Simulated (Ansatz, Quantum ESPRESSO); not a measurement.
# KSrCl3 (Pm-3m): Raman and infrared activity, part 3 of 3

Which lines does KSrCl3 (Pm-3m) show in Raman and infrared spectra?

Quantum ESPRESSO 8.0 development, patched; DFT LDA, scalar-relativistic, plane waves, PseudoDojo norm-conserving pseudopotentials.

So far. Step 6 (Zone-centre analysis): The rule moves no optical mode by more than 0.1 cm⁻¹. Step 8 (Modes along a direction of q (1 0 0)): The field moves 3 modes; the highest of them now lies at 312 cm⁻¹, where the highest that moved away lay at 277.

The structure was built from a prototype and need not be the compound's stable phase.

### Step 9. Cross-check with Ansatz

A second program on the same cell, potentials, cutoff and meshes tests the implementation of the phonon response, not its convergence. Its field response is summed in its own way. Its k mesh is centred on Γ.

This step: DFT LDA, scalar-relativistic, plane waves, PseudoDojo norm-conserving pseudopotentials (Ansatz 0.2.0).

Input file input.yaml:

```yaml
crystal:
  lattice:
    - [5.4844357397, 0.0, 0.0]
    - [0.0, 5.4844357397, 0.0]
    - [0.0, 0.0, 5.4844357397]
  atoms:
    - { symbol: K, position: [0.0, 0.0, 0.0] }
    - { symbol: Sr, position: [0.5, 0.5, 0.5] }
    - { symbol: Cl, position: [0.5, 0.5, 0.0] }
    - { symbol: Cl, position: [0.5, 0.0, 0.5] }
    - { symbol: Cl, position: [0.0, 0.5, 0.5] }
kpoints:
  mp_grid: { grid: [4, 4, 4] }
hamiltonian:
  xc: lda
  pseudopotentials: { kind: nc, accuracy: standard }
scf:
  occupations: { method: fixed }
output:
  eigenvalues: true
basis:
  ecutwfc: 870.764
phonons:
  method: dfpt
  dielectric: true
  rigid_motions: translations
  raman: true
```

Command:

```bash
$ ansatz run input.yaml --threads 4 --pin off --max-ram 8192MiB --backend cpu --events-out ev --progress --plain --runs-dir out
```

Output:

```text
Warning: basis.ecutwfc = 870.764 eV is below the records' recommended 979.609905 eV, and the density's cutoff is lower with it unless basis.ecutrho_ratio is high enough to keep the records' density cutoff: compare with a run at a higher cutoff
Engine: ansatz 0.2.0, aarch64-unknown-linux-gnu
Pseudopotentials: kind: nc
Pseudopotential: K, nc, valence charge 9, recommended cutoff 979.609905 eV (normal), K.nc.azcp (PseudoDojo's, or run here from an input of PseudoDojo's; its table is named by hamiltonian.pseudopotentials.accuracy)
Pseudopotential: Sr, nc, valence charge 10, recommended cutoff 925.187132 eV (normal), Sr.nc.azcp (PseudoDojo's, or run here from an input of PseudoDojo's; its table is named by hamiltonian.pseudopotentials.accuracy)
Pseudopotential: Cl, nc, valence charge 7, recommended cutoff 761.918815 eV (normal), Cl.nc.azcp (PseudoDojo's, or run here from an input of PseudoDojo's; its table is named by hamiltonian.pseudopotentials.accuracy)
Functional definition: SPW92
  exchange = slater_x
  correlation = pw_c
Crystal: 5 atoms, lattice volume = 164.967 Å³
Basis set: ecut = 870.764 eV, 9771 PW (Γ), exchange–correlation on 108×108×108 points (8 copies of the dense FFT grid, shifted against one another)
Bands: 25, of which v1, the nominal top of the filled ones, is band 20 counted from 1 (19 counted from 0)
Symmetry: 48 space group operations
k-points: 30 of 64 (irreducible under 2 space group operations, time reversal used)
Non-local potential: K, projectors of the file, l = 0: 2, l = 1: 2, l = 2: 2
Non-local potential: Sr, projectors of the file, l = 0: 2, l = 1: 2, l = 2: 2
Non-local potential: Cl, projectors of the file, l = 0: 2, l = 1: 2, l = 2: 2
Initial density: superposition of atomic densities (chi_scale 0.1, normalization cell, long waves kept (reshape's long-wave potential 0.01 eV rms))
Initial wavefunctions: pseudopotential atomic-orbital guess
Functional: x = slater, c = lda
SCF iter   1: F=—  HF=-3098.733010 eV  |F-HF|=—  |Δ(HF+E_count)|=         —  Δρ=4.26e-2  dr2=5.36e0  ethr=3.10e-3  ⟨swp⟩=8.7  Hψ=4223  notcnv=0  defer=78
preconditioner: auto → Resta (q_TF=auto, 2.154 Å⁻¹)  ε∞=2.9  [insulator: Δε(μ)=3.344 eV  Ē_g=11.554 eV  n_scr=26 (ndim 8)  ℏωp=15.8 eV  f_vac=0.001  ε∞_Penn≈2.9]
SCF iter   2: F=—  HF=-3096.725729 eV  |F-HF|=—  |Δ(HF+E_count)|=    2.01e0  Δρ=1.48e-2  dr2=8.39e-1  ethr=3.10e-3  ⟨swp⟩=5.3  Hψ=2069  notcnv=0  defer=66
SCF iter   3: F=—  HF=-3096.351175 eV  |F-HF|=—  |Δ(HF+E_count)|=   3.75e-1  Δρ=5.04e-3  dr2=6.56e-2  ethr=2.10e-3  ⟨swp⟩=4.5  Hψ=1712  notcnv=0  defer=72
SCF iter   4: F=—  HF=-3096.329447 eV  |F-HF|=—  |Δ(HF+E_count)|=   2.17e-2  Δρ=9.61e-4  dr2=2.67e-3  ethr=1.64e-4  ⟨swp⟩=4.3  Hψ=1661  notcnv=0  defer=86
SCF iter   5: F=—  HF=-3096.329725 eV  |F-HF|=—  |Δ(HF+E_count)|=   2.78e-4  Δρ=2.40e-4  dr2=1.02e-4  ethr=6.66e-6  ⟨swp⟩=3.6  Hψ=1409  notcnv=0  defer=85
SCF iter   6: F=—  HF=-3096.329828 eV  |F-HF|=—  |Δ(HF+E_count)|=   1.03e-4  Δρ=3.60e-5  dr2=2.60e-6  ethr=2.55e-7  ⟨swp⟩=2.4  Hψ=1193  notcnv=0  defer=83
SCF iter   7: F=—  HF=-3096.330001 eV  |F-HF|=—  |Δ(HF+E_count)|=   1.73e-4  Δρ=7.58e-6  dr2=1.46e-7  ethr=6.49e-9  ⟨swp⟩=3.1  Hψ=1458  notcnv=0  defer=77
SCF iter   8: F=—  HF=-3096.330001 eV  |F-HF|=—  |Δ(HF+E_count)|=   1.54e-7  Δρ=1.39e-6  dr2=3.73e-9  ethr=3.65e-10  ⟨swp⟩=2.5  Hψ=1328  notcnv=0  defer=77
SCF iter   9: F=—  HF=-3096.330001 eV  |F-HF|=—  |Δ(HF+E_count)|=   2.67e-9  Δρ=2.03e-7  dr2=1.17e-10  ethr=9.33e-12  ⟨swp⟩=2.7  Hψ=1401  notcnv=0  defer=77
SCF iter  10: F=-3096.330001 eV  HF=-3096.330001 eV  |F-HF|=0.00e0  |Δ(HF+E_count)|=  1.64e-11  Δρ=4.61e-8  dr2=5.91e-12  ethr=1.00e-12  ⟨swp⟩=24.5  Hψ=8247  notcnv=0
SCF 1 converged in 10 iterations: F = -3096.330001 eV  dr2 = 5.91e-12
DFPT response loops at Γ: preconditioner auto → none (the input reference at scf.mixing.eps_inf says where Resta's filter doesn't serve); β = 0.50; Broyden in place of MSR1
── the response to a field inside a basis, on 6×6×6 k-points: an SCF that follows is theirs, and a resumed run solves both again ──
Bands: 21, of which v1, the nominal top of the filled ones, is band 20 counted from 1 (19 counted from 0)
k-points: 10 of 216
Initial density: handed on by an earlier stage of this run
Initial wavefunctions: pseudopotential atomic-orbital guess (no wavefunctions were taken with the density)
Eigensolver: Dense (10 Hₖ)
SCF iter   1: F=—  HF=-3096.320153 eV  |F-HF|=—  |Δ(HF+E_count)|=         —  Δρ=1.10e-4  dr2=2.35e-6  ethr=1.00e-1
preconditioner: auto → Resta (q_TF=auto, 2.154 Å⁻¹)  ε∞=2.9  [insulator: Δε(μ)=4.504 eV  Ē_g=12.619 eV  n_scr=26 (ndim 8)  ℏωp=17.3 eV  f_vac=0.085  ε∞_Penn≈2.9]
SCF iter   2: F=—  HF=-3096.320154 eV  |F-HF|=—  |Δ(HF+E_count)|=   9.11e-7  Δρ=5.63e-5  dr2=6.30e-7  ethr=5.88e-9
SCF iter   3: F=—  HF=-3096.320155 eV  |F-HF|=—  |Δ(HF+E_count)|=   3.57e-7  Δρ=1.04e-6  dr2=1.89e-9  ethr=1.57e-9
SCF iter   4: F=—  HF=-3096.320155 eV  |F-HF|=—  |Δ(HF+E_count)|=  9.09e-12  Δρ=3.86e-7  dr2=1.55e-10  ethr=4.72e-12
SCF iter   5: F=-3096.320155 eV  HF=-3096.320155 eV  |F-HF|=5.46e-12  |Δ(HF+E_count)|=  1.73e-11  Δρ=7.31e-8  dr2=1.42e-11  ethr=1.00e-12
SCF 1 converged in 5 iterations: F = -3096.320155 eV  dr2 = 1.42e-11
DFPT response loops at Γ: mixed as the last ones told, above
DFPT response loops at Γ: mixed as the last ones told, above
SCF converged after 10 iterations
Free energy (F): -3096.330001 eV
Harris-Foulkes:  -3096.330001 eV  (|F-HF|=0.00e0)
Internal energy: -3096.330001 eV  (E = F + TS)
E sigma→0 (E₀):  -3096.330001 eV
Fermi energy:    1.015539 eV
--- Per-component energies (eV) ---
  E_band       = -323.825755
  E_kinetic    = 985.734099
  E_local      = -2469.559874  (includes V_loc(G=0)·N_el)
  E_nonlocal   = 443.205121
  E_hartree    = 684.719984
  E_xc         = -762.436399
  E_vxc        = -652.645050  (∫ρ·V_xc dr)
  E_ewald      = -1977.992932
  E_smearing   = -0.000000  (= −TS)
  E_closure    = 0.000000  (closes the sum)
  Σ components = -3096.330001   (vs F -3096.330001, Δ=0.00e0)
--- Band table (eV; the first three rows and the last of 30) ---
  k-point 0: bands = [... 16 lower, 0.5201, 0.8209, 0.8209, 0.8209, 5.2669, 6.8102, 6.8102, 6.8102, ... 1 higher]
  k-point 1: bands = [... 16 lower, 0.3997, 0.4534, 0.7682, 0.7682, 5.8672, 6.9308, 7.3820, 7.3820, ... 1 higher]
  k-point 2: bands = [... 16 lower, 0.1921, 0.3894, 0.7389, 0.7389, 7.0045, 7.0767, 7.2613, 8.1953, ... 1 higher]
  k-point 29: bands = [... 16 lower, -0.4631, 1.0155, 1.0155, 1.0155, 6.8450, 8.1410, 8.1410, 8.1410, ... 1 higher]
--- Phonons (Γ-DFPT): 4 representative perturbations + reference, on 30 of 64 k-points (Σ response iterations 12) ---
  k mesh reduced under 2 symmetry operations, with k and −k counted as one. Each operation leaves every solved perturbation unchanged. A smaller set is not considered because the run solves the response to a homogeneous field
  ASR residual: 8.372e-5 → 0.000e0 eV/Å²; symmetrization residual: 7.963e-6 eV/Å²
  ASR residual per site (eV/Å²): 6.52e-5 2.01e-5 8.37e-5 8.37e-5 8.37e-5
  Γ frequencies (cm⁻¹): -74.89 -74.89 -74.89 -48.03 -48.03 -48.03 0.00 0.00 0.00 69.88 69.88 69.88 276.85 276.85 276.85
  ε∞ (high-frequency dielectric tensor):
        2.566187     0.000000     0.000000
        0.000000     2.566187     0.000000
        0.000000     0.000000     2.566187
  softest optical mode at Γ: -74.89 cm⁻¹; the repairs (sum rule, projections) moved no ω² at Γ by more than (1.25 cm⁻¹)²
  Born effective charges Z* (e; rows j = field, columns β = displacement):
    site 0:
         1.28255    0.00000    0.00000
        -0.00000    1.28255    0.00000
        -0.00000    0.00000    1.28255
    site 1:
         2.37868   -0.00000   -0.00000
        -0.00000    2.37868    0.00000
        -0.00000   -0.00000    2.37868
    site 2:
        -0.86679    0.00000   -0.00000
        -0.00000   -0.86679    0.00000
         0.00000    0.00000   -1.92766
    site 3:
        -0.86679    0.00000    0.00000
         0.00000   -1.92766    0.00000
        -0.00000    0.00000   -0.86679
    site 4:
        -1.92766   -0.00000   -0.00000
        -0.00000   -0.86679    0.00000
        -0.00000    0.00000   -0.86679
  Z* charge neutrality: 5.067e-4 e pre-enforcement
  solved inside a basis spanned on kpoints, on 6×6×6 k-points: ε∞ is read to err by 4.8e-3, Z* by 1.1e-2 e (field_mesh: kpoints solves on kpoints); Z* is corrected for what the basis lacks
  Raman tensors (in the event stream and the table raman_tensors.tsv): an entry may err by 4.1e-3 Å², one of the second-order susceptibility by 7.7e-20 pm/V (basis, points and sum rule); their sum over the sites missed zero by 3.953e-20 Å² ahead of its enforcement
  optical modes at Γ without the LO–TO term, one row a degenerate level:
      ω (cm⁻¹)  modes    IR ((D/Å)²/amu)  static Raman (Å⁴/amu)  depolarisation
        -74.89      3             6.2392                 0.0000               —
        -48.03      3             0.0000                 0.0000               —
         69.88      3             0.5704                 0.0000               —
        276.85      3            10.7603                 0.0000               —
  optical modes at Γ + LO–TO along q̂ = [1.0000, 0.0000, 0.0000]:
      ω (cm⁻¹)  modes    IR ((D/Å)²/amu)  static Raman (Å⁴/amu)  depolarisation
        -74.89      2             4.1595                 0.0000               —
        -48.03      3             0.0000                 0.0000               —
         36.50      1             0.6691                 0.0000               —
         69.88      2             0.3803                 0.0000               —
         84.19      1             0.7466                 0.0000               —
        276.85      2             7.1735                 0.0000               —
        311.46      1             4.4409                 0.0000               —
  optical modes at Γ + LO–TO along q̂ = [0.0000, 1.0000, 0.0000]:
      ω (cm⁻¹)  modes    IR ((D/Å)²/amu)  static Raman (Å⁴/amu)  depolarisation
        -74.89      2             4.1595                 0.0000               —
        -48.03      3             0.0000                 0.0000               —
         36.50      1             0.6691                 0.0000               —
         69.88      2             0.3803                 0.0000               —
         84.19      1             0.7466                 0.0000               —
        276.85      2             7.1735                 0.0000               —
        311.46      1             4.4409                 0.0000               —
  optical modes at Γ + LO–TO along q̂ = [0.0000, 0.0000, 1.0000]:
      ω (cm⁻¹)  modes    IR ((D/Å)²/amu)  static Raman (Å⁴/amu)  depolarisation
        -74.89      2             4.1595                 0.0000               —
        -48.03      3             0.0000                 0.0000               —
         36.50      1             0.6691                 0.0000               —
         69.88      2             0.3803                 0.0000               —
         84.19      1             0.7466                 0.0000               —
        276.85      2             7.1735                 0.0000               —
        311.46      1             4.4409                 0.0000               —
```

The job ended after 4.2 min (4 threads of Arm Neoverse V1, shared host; peak memory 2 GiB).

Read from the output:

| Quantity | Value |
| --- | --- |
| sum-rule residual before enforcement | 8.37e-5 eV/Å² |
| miss of the charge sum rule | 5.07e-4 e |
| estimated error of the dielectric tensor | 0.004772 |
| estimated error of the Born charges | 0.01063 e |
| lowest optical zone-centre mode | -74.89 cm⁻¹ |
| mean high-frequency dielectric constant | 2.566 |
| largest Born charge in size (third of the trace) | 2.379 e |
| highest mode moved by the LO-TO term | 311.5 cm⁻¹ |

Transverse modes; imaginary modes left out. Lines of the infrared spectrum (strongest = 100):

```
position (cm⁻¹)  label  IR intensity ((D/Å)²/amu), degenerate modes summed, relative
             70    T1u                                                           5.3
            277    T1u                                                           100
```

### Step 10. Side by side: QE PseudoDojo and Ansatz, PseudoDojo

Numbers from this step:

```yaml
root_mean_square_difference: 0.03 cm⁻¹
largest_difference: 0.06 cm⁻¹
```

The two runs side by side. Further quantities:

```
                                                                               quantity  QE PseudoDojo  Ansatz, PseudoDojo
                                                                                mean ε∞          2.572               2.566
largest Born charge in size (e; the first before, the second after the charge sum rule)          2.375               2.379
                                                       summed IR intensity ((D/Å)²/amu)          17.63               17.57
```

At the zone centre the largest difference (acoustic modes at Γ apart) is 0.02 % of the highest mode.

### Step 11. Outcome

```
space group after relaxation                                           : Pm-3m
volume per atom                                                        : 33.0 Å³
gap on the k-mesh                                                      : 4.25 eV
highest optical zone-centre mode (no LO-TO term)                       : 276.9 cm⁻¹
lowest optical zone-centre mode                                        : -74.9 cm⁻¹
highest mode moved by the LO-TO term                                   : 311.6 cm⁻¹
mean high-frequency dielectric constant                                : 2.57
largest Born charge in size (third of the trace)                       : 2.37 e
imaginary optical modes at the zone centre (no q mesh in this session) : yes
largest difference from Ansatz, PseudoDojo                             : 0.06 cm⁻¹
```

**Reading.** No mode is Raman active in this structure; the strongest infrared line lies at 277 cm⁻¹. At the LDA level the optical modes of KSrCl3 (Pm-3m) at the zone centre (no LO-TO term) run from 75i to 277 cm⁻¹, so the structure is a saddle point, with 6 modes beyond 10i cm⁻¹ there. Along the directions run, the highest mode that the macroscopic field moves lies at 312 cm⁻¹. Of the 12 optical modes, 9 are infrared active alone and 3 are silent. QE PseudoDojo and Ansatz, PseudoDojo agree to 0.06 cm⁻¹ (0.02 % of the highest mode compared) on all solved modes but the acoustic ones at Γ, without the LO-TO term. These are harmonic frequencies at zero temperature: anharmonic shifts and linewidths and thermal expansion are left out. The relaxation ran at 64 Ry, under the 72 Ry recommended for these files; the stress of so short a basis can leave the cell about one per cent too small. Ansatz warns that the cutoff lies 11 % under the one recommended for these files; agreement at one cutoff is not convergence. The build is a development version in which the Raman tensors of release 7.5 are mended; dynmat.x leaves out the electro-optic term of LO lines. The structure is a hypothetical one, built on a prototype.

[Host names and launcher messages were left out of these logs when they were recorded.]

[Logs are printed without paths, hosts, clocks, repeated set-up lines and the standing remarks that a program may print on its own settings, such as how far it seeks lower states.]

[Hosts, paths, dates, database ids (printed as entryN), source tags and the programs' standing remarks are cut or masked in the printed files.]
